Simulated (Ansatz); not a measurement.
Computed results, one entry a study.

**A low-energy model for NaAgCl3 (cubic perovskite) (Pm-3m): bands, U and J**

It takes space group Pm-3m (No. 221, cubic). The conventional cell has a = 5.078 Å, b = 5.078 Å, c = 5.078 Å, α = 90.00°, β = 90.00°, γ = 90.00°. Nearest to Na lie 12 Cl at 3.59 Å. Nearest to Ag lie 6 Cl at 2.54 Å. Cl has 2 Ag at 2.54 Å nearest. Farther neighbours and most contacts between anions are not listed.

| Property | Result |
| --- | --- |
| method | DFT, PBE, plane waves, PAW (and 1 further level or step) |
| program | Ansatz 0.2.0 |
| settings of one run | cutoff 420 eV, 4×4×4 k-mesh, smearing width 0.08 eV, default PAW, coordination {"Ag": "octahedral"}, magnetic state non-magnetic by constraint |
| cost | 2 runs, 7.8 min in all on 4 threads of Arm Neoverse V2, shared host (the runs of this entry) |
| notes | The structure was built from a prototype and need not be the compound’s stable phase. This run has no spin polarisation although its electron count is odd. The structure was relaxed with PBE. The structure type comes from a generator and need not be one that this composition takes. Limits: no spin-orbit coupling. The bands cross the Fermi level under this constraint, which need not be the crystal’s state: magnetic order, correlation or a lattice distortion may open a gap. |
| Ag d + anion p | U 7.59 eV, U′ 6.45 eV, J 0.57 eV, bare V 19.1 eV |
| method | constrained RPA on non-magnetic PBE, 4×4×4 mesh, static; search for lower states off |

For Ag d + anion p, screening cuts the on-site interaction from 19.06 eV to 7.59 eV (40 %), while J goes only from 0.73 eV to 0.57 eV: the monopole is screened far more than the multipoles. U − 2J differs from U′ by +0.002 eV, so the Kanamori relation holds well.

[Runs of the session that timed out or met a known fault of the program may be left out.]

[Hosts, paths, dates, database ids (printed as entryN), source tags and the programs' standing remarks are cut or masked in the printed files.]
